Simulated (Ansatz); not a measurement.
An input for Ansatz 0.2.0 (LuBi2O4Cl (P4/mmm)):

```yaml
crystal:
  lattice:
    - [3.8232, 0.0, 0.0]
    - [0.0, 3.8232, 0.0]
    - [0.0, 0.0, 8.856]
  atoms:
    - { symbol: Lu, position: [0.0, 0.0, 0.0] }
    - { symbol: Bi, position: [0.5, 0.5, 0.7193] }
    - { symbol: Bi, position: [0.5, 0.5, 0.2807] }
    - { symbol: Cl, position: [0.0, 0.0, 0.5] }
    - { symbol: O, position: [0.5, 0.0, 0.848] }
    - { symbol: O, position: [0.0, 0.5, 0.848] }
    - { symbol: O, position: [0.5, 0.0, 0.152] }
    - { symbol: O, position: [0.0, 0.5, 0.152] }
kpoints:
  mp_grid: { grid: [4, 4, 2] }
  band_path:
    path:
      - [0.0, 0.0, 0.0]
      - [0.0, 0.5, 0.0]
      - [0.5, 0.5, 0.0]
      - [0.0, 0.0, 0.5]
      - [0.0, 0.5, 0.5]
      - [0.5, 0.5, 0.5]
    npoints: 1
hamiltonian:
  xc: hse06
  pseudopotentials: { kind: paw_fr, azcp: { folder: soft_1 } }
scf:
  occupations: { method: fixed }
  n_extra_bands: 12
magnetization:
  noncollinear: true
  spin_orbit: true
output:
  eigenvalues: true
```

```sh
ansatz run input.yaml --threads 4 --pin off --max-ram 138240MiB --backend cuda --events-out ev --progress --plain --runs-dir out --devices 1 --max-vram 26GiB
```

Q: How long will it take on 1 × NVIDIA H100 80GB HBM3 (shared by 3 runs) with 4 threads of AMD EPYC 7R13 (Zen 3), shared host, and how much memory?

It took 58 s; on shared hardware allow 29 s to 1.9 min. Peak host memory was 2.2 GiB. The sizes that set the cost: 2541 plane waves a state, 12 irreducible k points and 19 SCF cycles.

Exact exchange couples every pair of k points and filled bands, so it costs far more than a semilocal run.

[Paths, hosts, dates, memory and timing lines, banners, echoed tables and standing remarks are left out of the program output.]

[Logs are printed without paths, hosts, clocks, repeated set-up lines and the standing remarks that a program may print on its own settings, such as how far it seeks lower states.]

[Runs of the session that timed out or met a known fault of the program may be left out.]

[Cells called generated may have been cut or substituted from an entry of the Crystallography Open Database or the Materials Project.]

[Hosts, paths, dates, database ids (printed as entryN), source tags and the programs' standing remarks are cut or masked in the printed files.]
